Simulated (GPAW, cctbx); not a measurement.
# (CdS)3(MgSe)3: deformation density and structure factors from DFT

Question: by how much does bonding change the X-ray structure factors of (CdS)3(MgSe)3, and what does a routine refinement make of it?

The cell is a (CdS)3(MgSe)3 superlattice along [001] of the zinc-blende type, started at the mean lattice constant and relaxed freely, with no substrate. All numbers below are calculated.

**1. Relax the structure**

The density hangs on the geometry, so cell and atoms are relaxed first, with the symmetry held. The cutoff is set higher than for the density because stress converges slowly with plane waves.

Settings: GPAW 26.7.0, PBE, 570 eV, 6×6×2 k-points (along the axes of the calculation cell), Fermi–Dirac width 0.05 eV, BFGS to 0.03 eV/Å.

```text
cell
1.0
     4.221427484    0.000000000    0.000000000
     0.000000000    4.221427484    0.000000000
     0.000000000    0.000000000   17.910000000
Cd S Mg Se
3 3 3 3
Direct
0.000000000 0.000000000 0.000000000
0.500000000 0.500000000 0.166666667
0.000000000 0.000000000 0.333333333
0.500000000 0.000000000 0.083333333
0.000000000 0.500000000 0.250000000
0.500000000 0.000000000 0.416666667
0.500000000 0.500000000 0.500000000
0.000000000 0.000000000 0.666666667
0.500000000 0.500000000 0.833333333
0.000000000 0.500000000 0.583333333
0.500000000 0.000000000 0.750000000
0.000000000 0.500000000 0.916666667
```

```console
$ OMP_NUM_THREADS=1 mpirun -n 4 gpaw python run.py > gpaw.log
```

```text
BFGS:    0      -41.918548        0.658005
BFGS:    1      -41.936996        0.568292
BFGS:    2      -41.984811        0.207715
BFGS:    3      -41.987003        0.197792
...
BFGS:    8      -42.017893        0.111230
BFGS:    9      -42.019895        0.048180
BFGS:   10      -42.020326        0.028608
cell  4.2064 4.2044 17.8256  90.00 90.00 90.00
volume 315.248 A^3, largest force 0.027 eV/A, largest stress 0.17 GPa
```

After 10 steps the volume has changed by -1.2 % and the energy by -0.102 eV; the largest stress left is 0.17 GPa. It took 23 min on 4 cores of Arm Neoverse V1 (shared host), peak memory 2.6 GiB.

Relaxed structure: Pmm2 (no. 25), a = 4.2044 Å, b = 4.2064 Å, c = 17.8256 Å, α = 90.00°, β = 90.00°, γ = 90.00°.

```
atom  mult.    x    y       z
 Cd1      1    0    0  0.9938
 Cd2      1  1/2  1/2  0.8290
 Cd3      1    0    0  0.6641
 Se1      1  1/2    0  0.4228
 Se2      1    0  1/2  0.2530
 Se3      1  1/2    0  0.0846
  S1      1    0  1/2  0.9113
  S2      1  1/2    0  0.7465
  S3      1    0  1/2  0.5814
 Mg1      1  1/2  1/2  0.5072
 Mg2      1    0    0  0.3382
 Mg3      1  1/2  1/2  0.1683
```

**2. The all-electron density**

X-rays see the whole electron density, so the PAW density is rebuilt with its core regions. Subtracting spherical free atoms from the same code cancels the cores and leaves the deformation density Δρ, the part due to bonding.

Settings: PBE, 450 eV, 6×6×2 k-points (along the axes of the calculation cell), Fermi–Dirac width 0.05 eV; primitive cell of 12 atoms.

```console
$ OMP_NUM_THREADS=1 mpirun -n 4 gpaw python run.py > gpaw.log
```

```text
|iter:   1|       0s |  -44.483781 | +0.17 |       |
|iter:   2|       8s |  -43.893036 | -1.27 | -1.11 |
|iter:   3|      16s |  -41.843187 | -0.45 | -1.15 |
...
|iter:  10|      73s |  -41.834511c| -6.47 | -3.96 |
|iter:  11|      81s |  -41.834512c| -7.07 | -4.56c|
|iter:  12|      85s |  -41.834511c| -7.63c| -4.89c|
```

```text
grid (42, 42, 180)  electrons 330.000  moved by bonding 2.886 e
deformation density beyond 0.5 A of the nuclei: max 0.137, min -0.076 e/A^3
atom        x       y       z   Voronoi charge  moment
Cd1    0.0000  0.0000  0.9938      0.352       0.00
Cd2    0.5000  0.5000  0.8290      0.364       0.00
Cd3    0.0000  0.0000  0.6641      0.377       0.00
Se4    0.5000  0.0000  0.4228     -0.349       0.00
Se5    0.0000  0.5000  0.2530     -0.348       0.00
Se6    0.5000  0.0000  0.0846     -0.330       0.00
S 7    0.0000  0.5000  0.9112     -0.361       0.00
S 8    0.5000  0.0000  0.7465     -0.363       0.00
S 9    0.0000  0.5000  0.5814     -0.372       0.00
Mg10   0.5000  0.5000  0.5072      0.350       0.00
Mg11   0.0000  0.0000  0.3382      0.348       0.00
Mg12   0.5000  0.5000  0.1683      0.332       0.00
mean inner potential of superposed free atoms 11.995 V
total magnetic moment 0.000 muB
```

Deformation density in a plane through the shortest contact of the S atom at the origin, in 0.01 e/Å³ (clipped at ±99); x from -1.6 to 4.1 Å, y from 2.4 down to -2.4 Å:

```text
  0   .   .  -2  -5  -3  -2  -1  -1  -1  -1  -1  -1  -1  -1  -1
  0   .   .  -2  -4  -3  -2  -1  -1  -1  -1  -1  -1  -1  -1  -1
 -5  -2  -1  -1   0   0   0  -1  -1  -2  -2  -2  -1  -1  -1  -1
 -4  -2   3   8   7   4   2   0  -2  -3  -4  -4  -2  -2  -1  -1
 -1   2   8  13  11   5   4   3   0  -4  -6  -5  -4  -3  -2  -1
  0   2   6   7   .   0   8   9   3  -3   1   .  -2  -5  -4  -2
  0   1   0  -5   .   .  12  12   5  -1   .   .   1  -5  -4  -2
  0   1   1  -1   .  -3   7   9   3  -3   0   .  -1  -4  -3  -2
  0   1   3   3   1   0   3   3   0  -4  -4  -2   2   3   2   1
  0   0   1   2   2   1   1   0  -1  -3  -1   3   9  11   7   3
 -1   0   0   0   0   0   0  -1  -1  -1   1   6  11  11   5   5
 -1  -1  -1   0   0   0   0  -1  -1   0   1   3   2   .   .   6
 -1  -1  -1  -1   0   0   0   0   0   0   1   1  -3   .   .   6
```

Atoms in or within 0.15 Å of the plane: S (3.6, -2.2), S (0.0, 0.0), Mg (2.5, 0.0), Mg (-1.1, 2.2) Å. Dots mark points within about 0.45 Å of a nucleus; large values next to them are atomic features.

S gains most (-0.37 e) and Cd loses most (+0.36 e), in averages over each element's sites; S is the most electronegative element, but the order of the others doesn't follow electronegativity. Such charges fall far short of formal ones, since overlapping free atoms already put density on their neighbours. Along the shortest contact from the S atom at the map's origin, S–Mg at 2.48 Å, Δρ is +0.09 e/Å³ at the midpoint and highest, +0.14, 0.87 Å from S (points within 0.5 Å of a nucleus left out): the build-up leans to one atom, as in a polar bond or on the flank of an anion. At the midpoints of other shortest contacts it is +0.06 (Cd–S, 2.56 Å), +0.08 (Se–Mg, 2.58 Å) and +0.06 (Cd–Se, 2.65 Å) e/Å³. Point values carry grid noise of about 0.01 e/Å³. The run needed 12 iterations, 1.7 min.

**3. From the density to structure factors**

The Fourier components of Δρ, added to those of the free atoms, give the static X-ray structure factors; the Mott–Bethe relation turns them into the Fourier components V of the potential that fast electrons feel.

```text
static structure factors of the conventional cell: F in electrons, V (Mott-Bethe) in volts
   h  k  l      d  |F| table  |F| free   |F| DFT   change   |V| free  |V| DFT  change %
   0  0  1 17.8256    43.680    43.676    43.642   -0.034     0.731    0.896     22.6
   0  0  2  8.9128     0.849     0.849     0.856    0.007     0.019    0.013        -
   0  0  3  5.9419    33.495    33.497    33.423   -0.074     0.496    0.539      8.7
   0  0  4  4.4564     3.638     3.636     3.660    0.024     0.053    0.046    -12.5
   0  1  0  4.2064    50.699    50.693    50.589   -0.103     0.851    0.877      3.1
   1  0  0  4.2044    16.634    16.637    16.624   -0.013     0.350    0.354      1.0
   0  1  1  4.0940     1.093     1.092     1.098    0.005     0.019    0.018        -
   1  0  1  4.0921     0.298     0.297     0.294   -0.003     0.005    0.006        -
   0  1  2  3.8040    91.959    91.944    91.881   -0.062     1.606    1.620      0.8
   1  0  2  3.8026    48.756    48.737    48.688   -0.050     0.776    0.790      1.8
   0  0  5  3.5651    88.883    88.855    88.830   -0.025     1.404    1.410      0.4
   0  1  3  3.4332   192.065   192.177   192.749    0.572     5.707    5.593     -2.0
   1  0  3  3.4321   206.917   207.025   207.649    0.624     5.957    5.838     -2.0
   0  1  4  3.0589    71.223    71.193    71.279    0.086     1.444    1.432     -0.8
```

The largest X-ray change is +0.62 e on 103, 0.3 % of |F|. For electrons V goes as (Z − F)/g², so a change of F counts against Z − F, which is small at low angle and wherever the atoms' terms cancel: |V| of 001 moves by +22.6 % (0.73 to 0.90 V) against -0.1 % in |F|. The last three rows still change by up to 0.62 e; the table stops while the angles are still low. The tabulated Hartree–Fock atoms differ from the free DFT atoms by up to 0.11 e, so the choice of reference atom matters too.

**4. Refining ordinary atoms against data with bonding**

Routine crystallography fits spherical atoms. To see the bias, intensities are simulated from tabulated atoms plus the DFT change ΔF, so that bonding alone can misfit (10630 reflections of the full sphere, merged to the counts below, to 0.5 Å, 0.5 % proportional noise plus counting noise, assumed isotropic U as listed, Δρ smeared by the mean U) and refined with cctbx over different ranges.

```csv
range,data,R1,GooF,U Cd1 (true 0.0072),U Cd2 (true 0.0072),U Cd3 (true 0.0072),U Se1 (true 0.0082),largest shift (Å),"Δρ max, min (e/Å³)"
all data,3147,0.0088,0.92,0.0072,0.0072,0.0072,0.0082,0.0011,"0.39, -0.41"
"low resolution, d > 0.84",713,0.0062,0.97,0.0072,0.0072,0.0071,0.0081,0.0029,"0.14, -0.19"
"high order, d < 0.75",2142,0.0108,0.90,0.0072,0.0072,0.0072,0.0082,0.0036,"0.36, -0.27"
"occupancies free, d > 0.7",1218,0.0068,0.96,0.0071,0.0073,0.0072,0.0081,0.0012,"0.21, -0.21"
```

With all data GooF is 0.92, so at this noise the bonding hardly shows; the top residual peak lies 1.78 Å from Se and 2.12 Å from Mg. No U is off by more than 3 s.u. at low resolution. With Cd1 held at 1 and the scale free, the other occupancies refine to Cd2 1.000(0.005), Cd3 1.000(0.009), Se1 0.999(0.009) and Se2 1.000(0.006), within three s.u. of full.

**5. Answer**

Bonding moves 2.89 e in the primitive cell of (CdS)3(MgSe)3 and changes the structure factors of the conventional cell in the table above by at most 0.62 e (103, 0.3 %). The shortest bond, S–Mg, has Δρ = +0.09 e/Å³ at its midpoint, on a slope that rises towards one atom. With all data GooF is 0.92, so at this noise the bonding hardly shows. Limits: static density, frozen cores, no spin–orbit coupling.

[Outputs are excerpts: Python notices, other lines and further rows are left out; steps that failed or that the build refused (PBEsol, TPSS) are not shown.]

[Logs are printed without paths, hosts, clocks, repeated set-up lines and the standing remarks that a program may print on its own settings, such as how far it seeks lower states.]
